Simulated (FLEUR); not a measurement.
Computed results, one entry a study.

Magnetic state of B20 FeGe a0p96 from several starts. Symmetry: P2_13, No. 198, cubic system. Conventional cell: a = 4.512 Å, b = 4.512 Å, c = 4.512 Å, α = 90.00°, β = 90.00°, γ = 90.00°. Nearest to Fe lie 7 Ge at 2.29 to 2.54 Å. Nearest to Ge lie 7 Fe at 2.29 to 2.54 Å. measured B20 cell, lattice constant scaled by 0.96, positions kept. Farther neighbours are not listed. The calculation used PBE; all-electron FLAPW, Dirac cores, scalar-relativistic bands in FLEUR MaX-R8.1, with kmax 3.89 1/bohr, gmax 11.7 1/bohr, muffin tin radii Fe: 2.11, Ge: 2.11 bohr, lmax Fe: [8, 6], Ge: [8, 6], hist occupations, smearing width 0.05 eV, mixer Anderson, mixing 0.05, max iterations 90, stop 2.00e-5 me/bohr³, collinear spin, 10×10×10 k-mesh, mesh matched on, starting moments 1.5 1.5 1.5 1.5 0 0 0 0 μB in one of its runs. The lowest state found is ferromagnetic (initial ferro ++++). The largest site spin moment is 1.06 μB and the next finished state is non-magnetic, 19.2 meV a seeded atom higher. The energy gained by spin polarisation is 19.2 meV a seeded atom. It took 3 runs, 87 min in all on 4 MPI ranks of Arm Neoverse V1, shared host (the runs of this entry). The lowest state found is ferromagnetic, reached from the start ferro ++++, with moments up to 1.06 μB. Spin polarisation gains little, as in a weak itinerant magnet. The run is spin-polarised, with a total moment of 3.92 μB a cell. Only 3 starts were tried; other patterns of signs, canted and longer-period orders were not.

[Hosts, paths, dates, database ids (printed as entryN), source tags and the programs' standing remarks are cut or masked in the printed files.]

[Where a cell is said to come from a database of computed structures, the database is the Materials Project.]
